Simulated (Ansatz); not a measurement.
## Ga2STe monolayer in a perpendicular field

Aim: how the Ga2STe monolayer screens a field along its normal, and what the field does to its bands. A positive field points along +c.

Calculated with Ansatz 0.2.0; plane-wave DFT, PBE-D3(BJ), Ansatz PAW (set soft_1); PAW set soft_1.

Most raw output is cut from this account.

### Step 1. The structure

The cell holds 4 atoms: 1 Te, 2 Ga and 1 S. Cell: a = 3.845 Å, b = 3.845 Å, c = 39.951 Å, α = 90.0°, β = 90.0°, γ = 120.0°. Vacuum lies along c.

### Step 2. Relaxation

The starting cell is a guess, so the in-plane lattice and the atoms are relaxed first, with the slab cut off from its images along the normal.

Input file input.yaml:

```yaml
crystal:
  lattice:
    - [3.8454, 0.0, 0.0]
    - [-1.9227, 3.3302140877, 0.0]
    - [0.0, 0.0, 39.9507218109]
  atoms:
    - { symbol: Te, position: [0.3333333333, 0.6666666667, 0.4442973542] }
    - { symbol: Ga, position: [0.0, 0.0, 0.4795887596] }
    - { symbol: Ga, position: [0.0, 0.0, 0.5406640015] }
    - { symbol: S, position: [0.3333333333, 0.6666666667, 0.5557026458] }
  periodic: [true, true, false]
kpoints:
  mp_grid: { grid: [12, 12, 1] }
hamiltonian:
  xc: pbe
  dispersion: d3bj
  pseudopotentials: { kind: paw, azcp: { folder: soft_1 } }
scf:
  occupations: { method: fermi_dirac, width: 0.05 }
  convergence: { dr2_threshold: 1.0e-09 }
relax:
  f_tol: 0.004
  max_steps: 90
  cell: {}
output:
  write_potential: true
  write_density: true
  volumetric_format: npy
```

Command:

```sh
ansatz run input.yaml --threads 2 --pin off --max-ram 3072MiB --backend cpu --events-out ev --progress --plain --runs-dir out
```

It took 96 s on 2 threads of Arm Neoverse V2, shared host; peak memory 0.76 GiB.

The steps of the relaxation:

| step | energy less that of the first step (eV) | largest force component (eV/Å) | volume (Å³) |
| --- | --- | --- | --- |
| 1 | 0.0000 | 1.6871 | 511.61 |
| 2 | -0.3241 | 0.6259 | 515.29 |
| 3 | -0.3335 | 0.4721 | 506.95 |
| 4 | -0.3575 | 0.0528 | 512.83 |
| 5 | -0.3577 | 0.0047 | 512.55 |
| 6 | -0.3577 | 0.0003 | 512.53 |
| 7* | -0.3577 | 0.0003 | 512.53 |

Relaxation steps marked * repeat the geometry before them on a plane-wave basis chosen anew for their cell, so energy and pressure can jump there.

Forces are held to the 6 operations that the run works with; a distortion that breaks them can't arise in this run.

| cell as run | before | after | change |
| --- | --- | --- | --- |
| a (Å) | 3.845 | 3.849 | +0.1 % |
| b (Å) | 3.845 | 3.849 | +0.1 % |

The atoms that moved most (Å, along periodic axes as changes of fractional coordinates times the final cell, across vacuum about the mean position):

| atom | dx | dy | dz | length |
| --- | --- | --- | --- | --- |
| S4 | 0.000 | 0.000 | 0.273 | 0.273 |
| Ga2 | 0.000 | 0.000 | -0.101 | 0.101 |
| Ga3 | 0.000 | 0.000 | -0.096 | 0.096 |
| Te1 | 0.000 | 0.000 | -0.076 | 0.076 |

The lattice constant a goes from 3.845 to 3.849 Å.

### Step 3. Single point, field 0

A sawtooth potential applies the field, turning back in the middle of the vacuum. With the dipole correction the typed value is the field outside the slab. The induced dipole is small, so the SCF threshold is tight.

The cell differs from the one that the last finished run ended in (c 39.951 → 22.800 Å).

Input file input.yaml:

```yaml
crystal:
  lattice:
    - [3.8488539047, 0.0, 0.0]
    - [-1.9244269524, 3.3332052569, 0.0]
    - [0.0, 0.0, 22.7998301948]
  atoms:
    - { symbol: Te, position: [0.3333333333, 0.6666666667, 0.394739782] }
    - { symbol: Ga, position: [0.0, 0.0, 0.4555210952] }
    - { symbol: Ga, position: [0.0, 0.0, 0.5627448121] }
    - { symbol: S, position: [0.3333333333, 0.6666666667, 0.605260218] }
kpoints:
  mp_grid: { grid: [12, 12, 1] }
  band_path:
    path: [[0, 0, 0], [0.5, 0, 0], [0.33333333, 0.33333333, 0], [0, 0, 0]]
    npoints: 16
hamiltonian:
  xc: pbe
  dispersion: d3bj
  pseudopotentials: { kind: paw, azcp: { folder: soft_1 } }
scf:
  occupations: { method: fermi_dirac, width: 0.02585 }
  convergence: { dr2_threshold: 1.0e-10 }
efield:
  axis: 3
  dipole_correction: true
  ramp_position: 0.97
  ramp_width: 0.06
  amplitude: 0
output:
  dos: { projected: true, e_range: [-6, 5] }
  write_potential: true
  write_density: true
  volumetric_format: npy
  elf: true
```

Elapsed: 18 s, on 2 threads; peak memory 0.59 GiB; 35 s of CPU time.

This step gave:

| Quantity | Value |
| --- | --- |
| dipole along the normal | -0.04248 e·Å |
| gap along the path | 0.8917 eV |
| smallest direct gap along the path | 0.8917 eV |
| step between the vacuum levels | 0.5992 eV |
| ionisation energy, upper face | 5.338 eV |
| electron affinity, upper face | 4.446 eV |
| ionisation energy, lower face | 4.739 eV |
| gap, the smaller of path and mesh | 0.8917 eV |

Running mean over a fixed 2.7 Å (it still follows the layers) of the planar mean; the ramp of the sawtooth is left out. Table of electron's electrostatic potential energy less the Fermi level by z:

| z (Å) | electron's electrostatic potential energy less the Fermi level (eV) |
| --- | --- |
| 3.0 | 4.28 |
| 3.5 | 4.28 |
| 4.0 | 4.28 |
| 4.5 | 4.28 |
| 5.0 | 4.28 |
| 5.5 | 4.26 |
| 6.0 | 4.21 |
| 6.5 | 3.98 |
| 7.0 | 3.06 |
| 7.5 | 1.28 |
| 8.0 | -0.598 |
| 8.5 | -2.64 |
| 9.0 | -3.52 |
| 9.5 | -3.63 |
| 10.0 | -2.85 |
| 10.5 | -1.54 |
| 11.0 | -0.229 |
| 11.5 | 0.572 |
| 12.0 | -0.0885 |
| 12.5 | -1.51 |
| 13.0 | -2.59 |
| 13.5 | -2.49 |
| 14.0 | -1.72 |
| 14.5 | -0.787 |
| 15.0 | 1.33 |
| 15.5 | 3.43 |
| 16.0 | 4.54 |
| 16.5 | 4.81 |
| 17.0 | 4.87 |
| 17.5 | 4.88 |
| 18.0 | 4.88 |
| 18.5 | 4.88 |
| 19.0 | 4.88 |
| 19.5 | 4.88 |

The density of states has structure finer than the step of the table below, so its rows give means over 0.25 eV, whole bins alone (the curve runs from -6 to 2.41 eV). Peaks (eV: height): -4.210: 5.01, -3.770: 4.34, -3.020: 7.92, -2.580: 5.95, -2.330: 10.8, 1.440: 5.08, 1.910: 4.48.

Density of states against energy, zero at the Fermi level of the run, which the smearing sets inside the gap; means over each step:

energy (eV), density of states (states/eV a cell) and a bar:
```
    -5.75        0.6 ####
    -5.50        0.6 ####
    -5.25        0.5 ####
    -5.00        0.9 ######
    -4.75        1.1 #######
    -4.50        1.5 ##########
    -4.25        3.5 ########################
    -4.00        2.5 #################
    -3.75        3.7 #########################
    -3.50        2.6 #################
    -3.25        2.4 ################
    -3.00        4.4 ##############################
    -2.75        2.7 ###################
    -2.50        2.8 ###################
    -2.25        3.9 ##########################
    -2.00        2.3 ################
    -1.75        1.9 #############
    -1.50        1.9 #############
    -1.25        1.9 #############
    -1.00        0.8 ######
    -0.75        0.4 ###
    -0.50        0.2 #
    -0.25        0.0 
     0.00        0.0 
     0.25        0.0 
     0.50        0.0 
     0.75        0.7 ####
     1.00        1.3 #########
     1.25        1.9 #############
     1.50        3.5 ########################
     1.75        2.6 ##################
     2.00        3.4 #######################
     2.25        1.7 ###########
```

Projected DOS per atom over height of the atomic layer and energy from the Fermi level. Layers: Te Ga Ga S from below.

Values in states/eV, 22 rows by 4 columns, each cell a mean:
```
0.39 0.58 0.36 0.21
0.76 0.93 0.76 0.50
0.58 0.73 1.01 0.63
0.19 0.23 0.58 0.38
0.08 0.07 0.24 0.15
0.00 0.00 0.00 0.00
0.00 0.00 0.00 0.00
0.09 0.02 0.00 0.00
0.34 0.09 0.00 0.02
0.74 0.31 0.13 0.53
0.87 0.39 0.18 0.42
1.24 0.56 0.21 0.28
1.71 0.69 0.25 0.45
1.07 0.42 0.21 1.41
1.18 0.41 0.27 1.63
0.37 0.24 0.47 1.75
0.74 0.49 0.51 1.42
0.72 0.53 0.60 1.16
0.17 0.10 0.31 0.61
0.14 0.09 0.20 0.35
0.16 0.12 0.10 0.16
0.21 0.18 0.10 0.14
```
Columns: height of the atomic layer (Å) from 9 to 13.8 (not evenly spaced); rows upwards: energy from the Fermi level (eV) from -5.96 to 2.41.

Electronic bands along the path, in eV, zero at the Fermi level of the run, which the smearing sets inside the gap:

| point | band 21 | band 22 | band 23 | band 24 | band 25 | band 26 | band 27 | band 28 |
| --- | --- | --- | --- | --- | --- | --- | --- | --- |
| Γ | -2.64 | -1.34 | -0.45 | -0.45 | 0.44 | 2.51 | 3.27 | 3.27 |
| halfway | -3.20 | -3.09 | -1.41 | -1.34 | 1.33 | 1.84 | 3.55 | 3.97 |
| M | -3.64 | -2.75 | -2.39 | -2.07 | 0.68 | 1.39 | 2.84 | 3.42 |
| halfway | -3.77 | -3.28 | -2.55 | -2.37 | 1.30 | 2.03 | 3.10 | 3.72 |
| K | -4.33 | -3.19 | -2.70 | -2.34 | 1.33 | 1.91 | 3.61 | 4.22 |
| halfway | -3.68 | -3.01 | -2.32 | -1.38 | 1.97 | 2.27 | 3.20 | 3.76 |
| Γ | -2.64 | -1.34 | -0.45 | -0.45 | 0.44 | 2.51 | 3.27 | 3.27 |

ELF in the ca plane at fractional y = 0.667, with atoms of Te and S within 0.2 Å of it. It is the smooth field of the valence electrons, not physical close to the nuclei.

Ten even steps from '0' (0.00) to '9' (0.93), each cell a mean:
```
00000000000000001123344323343322232110000000
00000000000000000001123223454322211000000000
00000000000000001234444333343222333210000000
00000000000000135776666643211235777764210000
00000000000001468865345652100257888987531000
00000000000013578752013552000268725999742000
00000000000013588741002452000368502899752000
00000000000012578852113552000268746998742000
00000000000001367875445652100247888987521000
00000000000000135676666543222234677653200000
```
Columns run along c (16.0 Å, from fractional 0.07 to 0.78 of the cell), rows up along a (3.8 Å). Atoms in or near the plane, at fractional coordinates: Te at (0.39, 0.33), S at (0.61, 0.33).

Valence density in the ca plane at fractional y = 0.667, with atoms of Te and S within 0.2 Å of it. It is the smooth field of the valence electrons, not physical close to the nuclei.

Ten steps, logarithmic in the rise over the least value, from '0' (0 e/Å³) to '9' (16 e/Å³), each cell a mean:
```
00000000000000000001111111100111111000000000
00000000000000000000111111111111110000000000
00000000000000000001111111100111111000000000
00000000000000000112222211000011222100000000
00000000000000000134543210000012343310000000
00000000000000001247885210000013434421000000
00000000000000001258995310000023423431000000
00000000000000001247874210000013444421000000
00000000000000000124443210000012333210000000
00000000000000000012222111000011222100000000
```
Columns run along c (16.0 Å, from fractional 0.07 to 0.78 of the cell), rows up along a (3.8 Å). Atoms in or near the plane, at fractional coordinates: Te at (0.39, 0.33), S at (0.61, 0.33).

Electrostatic potential energy in the ca plane at fractional y = 0.667, with atoms of Te and S within 0.2 Å of it. With pseudopotentials it is smooth inside the atoms' cores, unlike the true potential.

Ten even steps from '0' (-34 eV) to '9' (4 eV), each cell a mean:
```
99999999999888788998878899999999999999999999
99999999999987778988778899999999999999999999
99999999998888888998878899999999999999999999
99999999876678889999888888999999999999999999
99999998510037899999985236899999999999999999
99999997227505899999960001799999999999999999
99999996159914899999850000699999999999999999
99999997216405899999971002799999999999999999
99999998620147899999986347999999999999999999
99999999877788889999888889999999999999999999
```
Columns run along c (16.0 Å, from fractional 0.23 to 0.93 of the cell; values clipped at the 3rd and 97th percentile), rows up along a (3.8 Å). Atoms in or near the plane, at fractional coordinates: Te at (0.39, 0.33), S at (0.61, 0.33).

The gap is 0.89 eV, with the valence edge 5.34 eV and the conduction edge 4.45 eV under the upper vacuum level. Spin-orbit coupling, left out in this run, matters for the bands of elements this heavy.

### Step 4. Atoms held, field 0.1 V/Å

input.yaml: that of step 3 with these lines changed.

```diff
@@ -25,7 +25,6 @@
   dipole_correction: true
-  ramp_position: 0.97
-  ramp_width: 0.06
-  amplitude: 0
+  ramp_position: 0.9452
+  ramp_width: 0.0952
+  amplitude: 0.1
 output:
-  dos: { projected: true, e_range: [-6, 5] }
   write_potential: true
@@ -33,2 +32 @@
   volumetric_format: npy
-  elf: true
```

Elapsed: 17 s, on 2 threads; peak memory 0.53 GiB; 34 s of CPU time.

The dipole is 0.00629 e·Å, 0.0488 e·Å from its value without field, and the gap 0.913 eV.

### Step 5. Atoms held, field -0.1 V/Å

input.yaml: that of step 4 with these lines changed.

```diff
@@ -27,3 +27,3 @@
   ramp_width: 0.0952
-  amplitude: 0.1
+  amplitude: -0.1
 output:
```

It took 17 s on 2 threads; peak memory 0.53 GiB; 34 s of CPU time.

The dipole is -0.0912 e·Å, -0.0487 e·Å from its value without field, and the gap 0.871 eV.

### Step 6. Response, atoms held

This step: plane-wave DFT, PBE-D3(BJ), Ansatz PAW (set soft_1); response to a field along the normal, atoms held; PAW set soft_1 (Ansatz 0.2.0).

The dipoles give the slope, and the difference of two potentials shows where the field is screened.

Numbers from this step:

```
equivalent conductor thickness p/(ε₀AE) : 6.876 Å
distance between the outer atoms        : 4.800 Å
```

The dipole of the cell by applied field:

| applied field (V/Å) | dipole of the cell (e·Å) |
| --- | --- |
| -0.1000 | -0.0912 |
| 0.0000 | -0.0425 |
| 0.1000 | 0.00629 |

Local field over the applied field, running mean. From the potentials at -0.1 and 0.1 V/Å; running mean over 2.5 Å. The local field over applied field by z:

| z (Å) | local field over applied field |
| --- | --- |
| 4.5 | 0.997 |
| 5.0 | 0.991 |
| 5.5 | 0.976 |
| 6.0 | 0.940 |
| 6.5 | 0.861 |
| 7.0 | 0.727 |
| 7.5 | 0.557 |
| 8.0 | 0.378 |
| 8.5 | 0.211 |
| 9.0 | 0.0898 |
| 9.5 | 0.0447 |
| 10.0 | 0.0451 |
| 10.5 | 0.0575 |
| 11.0 | 0.0831 |
| 11.5 | 0.107 |
| 12.0 | 0.0978 |
| 12.5 | 0.0834 |
| 13.0 | 0.0953 |
| 13.5 | 0.142 |
| 14.0 | 0.244 |
| 14.5 | 0.403 |
| 15.0 | 0.579 |
| 15.5 | 0.745 |
| 16.0 | 0.875 |
| 16.5 | 0.949 |
| 17.0 | 0.981 |
| 17.5 | 0.994 |
| 18.0 | 0.998 |
| 18.5 | 0.999 |

Electrons, planar mean, per unit field. Induced electron density against z:

| z (Å) | induced electron density (e/Å³ per V/Å) |
| --- | --- |
| 4.13 | 6.0e-6 |
| 4.56 | 1.5e-5 |
| 4.99 | 3.8e-5 |
| 5.27 | 7.0e-5 |
| 5.70 | 1.7e-4 |
| 6.13 | 3.8e-4 |
| 6.55 | 8.1e-4 |
| 6.84 | 0.00131 |
| 7.27 | 0.00242 |
| 7.69 | 0.00342 |
| 8.12 | 0.00270 |
| 8.41 | 0.00138 |
| 8.83 | 0.00101 |
| 9.26 | 5.0e-4 |
| 9.69 | -2.3e-5 |
| 9.97 | -6.1e-4 |
| 10.40 | -0.00139 |
| 10.83 | -6.7e-5 |
| 11.26 | 5.8e-4 |
| 11.54 | 1.3e-4 |
| 11.97 | -5.7e-4 |
| 12.40 | 1.6e-4 |
| 12.82 | 0.00123 |
| 13.11 | 2.1e-4 |
| 13.54 | -8.8e-4 |
| 13.96 | -0.00124 |
| 14.39 | -0.00263 |
| 14.68 | -0.00342 |
| 15.10 | -0.00277 |
| 15.53 | -0.00152 |
| 15.96 | -7.1e-4 |
| 16.24 | -4.1e-4 |
| 16.67 | -1.7e-4 |
| 17.10 | -6.7e-5 |
| 17.53 | -2.6e-5 |
| 17.81 | -1.3e-5 |
| 18.24 | -5.0e-6 |
| 18.67 | -1.8e-6 |

The smaller of the gaps on the path and on the k-mesh, counted as 0 under 0.03 eV. Table of gap by applied field:

| applied field (V/Å) | gap (eV) |
| --- | --- |
| -0.1000 | 0.871 |
| 0.0000 | 0.892 |
| 0.1000 | 0.912 |

By hand: between -0.1 and 0.1 V/Å the dipole changes by 0.09749 e·Å, a slope of 0.4875 e·Å²/V. A perfect conductor of thickness t has p = ε₀AEt, so t = 180.95 × 0.4875 / 12.829 = 6.88 Å (e/ε₀ = 180.95 V·Å, A in Å²).

The induced dipole is that of a conductor 6.88 Å thick.

### Step 7. What came out

```json
{
  "gap without field": "0.892 eV",
  "ionisation energy, upper face": "5.34 eV",
  "electron affinity, upper face": "4.45 eV",
  "step between the vacuum levels": "0.599 eV",
  "equivalent conductor thickness, atoms held": "6.88 Å"
}
```

What this shows: The induced dipole equals that of a perfect conductor 6.88 Å thick, while the outer atoms lie 4.80 Å apart; an out-of-plane ε follows only once a thickness t is chosen, by 1 − 1/ε = 6.88 Å / t. The two faces differ: the vacuum level above lies 0.60 eV higher than the one below. The gap goes from 0.89 eV to 0.87 eV at -0.1 V/Å. Semilocal functionals give gaps that are too small, and excitons are not included. Spin-orbit coupling is left out, which matters for the bands of elements this heavy.

[Logs are printed without paths, hosts, clocks, repeated set-up lines and the standing remarks that a program may print on its own settings, such as how far it seeks lower states.]

[Hosts, paths, dates, database ids (printed as entryN), source tags and the programs' standing remarks are cut or masked in the printed files.]

[Maps of the electrostatic potential energy from Ansatz leave out the sawtooth potential of an applied field or a dipole correction, so their vacuum need not be flat; planar profiles and work functions include it.]

[The density of states shown here was stored with 400 of the rows of the run's finer table, so its peaks can read low, often by over a quarter, or be missed, and its means over a window can be off by a tenth or more.]
